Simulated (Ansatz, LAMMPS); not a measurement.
# What went wrong? glassy 21Sc2O3-79SiO2 (mol %) (116 atoms)

Program: Ansatz 0.2.0. The cell: 14 Sc, 27 Si and 75 O.

Contents of input.yaml:

```yaml
crystal:
  lattice:
    - [11.66358, 0.0, 0.0]
    - [0.0, 11.66358, 0.0]
    - [0.0, 0.0, 11.66358]
  atoms:
    - { symbol: Sc, position: [0.77454, 0.2281, 0.57273] }
    - { symbol: Sc, position: [0.15878, 0.73542, 0.86739] }
    - { symbol: Sc, position: [0.34621, 0.71337, 0.14219] }
    - { symbol: Sc, position: [0.70342, 0.20679, 0.1007] }
    - { symbol: Sc, position: [0.55224, 0.39168, 0.54635] }
    - { symbol: Sc, position: [0.46065, 0.65233, 0.46404] }
    - { symbol: Sc, position: [0.54018, 0.11588, 0.64022] }
    - { symbol: Sc, position: [0.13785, 0.9652, 0.31126] }
    - { symbol: Sc, position: [0.91828, 0.30365, 0.32567] }
    - { symbol: Sc, position: [0.92764, 0.89543, 0.47762] }
    - { symbol: Sc, position: [0.14679, 0.47742, 0.06236] }
    - { symbol: Sc, position: [0.25792, 0.5771, 0.62221] }
    - { symbol: Sc, position: [0.97148, 0.95225, 0.93031] }
    - { symbol: Sc, position: [0.65179, 0.13568, 0.35135] }
    - { symbol: Si, position: [0.2494, 0.01327, 0.93183] }
    - { symbol: Si, position: [0.60216, 0.85814, 0.50894] }
    - { symbol: Si, position: [0.46452, 0.29967, 0.18787] }
    - { symbol: Si, position: [0.94684, 0.66804, 0.00534] }
    [... 92 atom lines left out ...]
    - { symbol: O, position: [0.87209, 0.5555, 0.98124] }
    - { symbol: O, position: [0.22907, 0.49743, 0.3798] }
    - { symbol: O, position: [0.9326, 0.21127, 0.63122] }
    - { symbol: O, position: [0.95672, 0.07058, 0.79492] }
    - { symbol: O, position: [0.38252, 0.98745, 0.96491] }
    - { symbol: O, position: [0.39492, 0.87664, 0.21693] }
kpoints:
  mp_grid: { grid: [1, 1, 1] }
hamiltonian:
  xc: pbe
scf:
  occupations: { method: fixed }
  eigensolver: { kind: { support_functions: { accuracy: medium, radius: 2.0 } } }
  max_iter: 50
output:
  forces: true
```

On the command line:

```console
$ ansatz run input.yaml --threads 8 --pin off --max-ram 15872MiB --backend cpu --events-out ev --progress --plain --runs-dir out
```

Output:

```text
Warning: scf.eigensolver.kind.support_functions: disabling space-group detection — the functions' gradient is summed over unrotated k-points, so no spatial operation reduces the k-mesh or symmetrises the density; time reversal is kept, so that k and −k are solved as one point where they differ and the mesh holds both, and exact exchange and, on two spinor components, a DFT+U term hold to it where the run has them: [...]
Warning: basis.ecutwfc = 464 eV, auto-derived: no grid that the accuracy of the support functions lays serves the files at the lower one that their records recommend; a deck with other species or settings can derive another value
settings of this run that can trade accuracy for cost: scf.eigensolver.kind.support_functions [...]
Engine: ansatz 0.2.0, aarch64-unknown-linux-gnu
Pseudopotentials: kind: paw
Pseudopotential: Sc, paw, valence charge 11, recommended cutoff 420 eV (normal), Sc.paw.azcp
Pseudopotential: Si, paw, valence charge 4, recommended cutoff 420 eV (normal), Si.paw.azcp
Pseudopotential: O, paw, valence charge 6, recommended cutoff 420 eV (normal), O.paw.azcp
[... 5 lines on functional and potentials left out ...]
Error: SCF: the radius of support functions is under 3.49 Å, the least for these sites at the functions' level (scf.eigensolver.kind.support_functions.accuracy). Use scf.eigensolver.kind: auto, or type scf.eigensolver.kind.support_functions.radius at least as long, [...]
```

Wall time 3 s (8 threads of Arm Neoverse V2, shared host); peak memory 0.38 GiB; 14 s of CPU time.

Q: Name the fault and the fix.

A radius far too short: support_functions.radius = 2.0.

The fix is to leave the radius at the level's default.

The run ended with an error.

[Logs are printed without paths, hosts, clocks, repeated set-up lines and the standing remarks that a program may print on its own settings, such as how far it seeks lower states.]

[Hosts, paths, dates, database ids (printed as entryN), source tags and the programs' standing remarks are cut or masked in the printed files.]
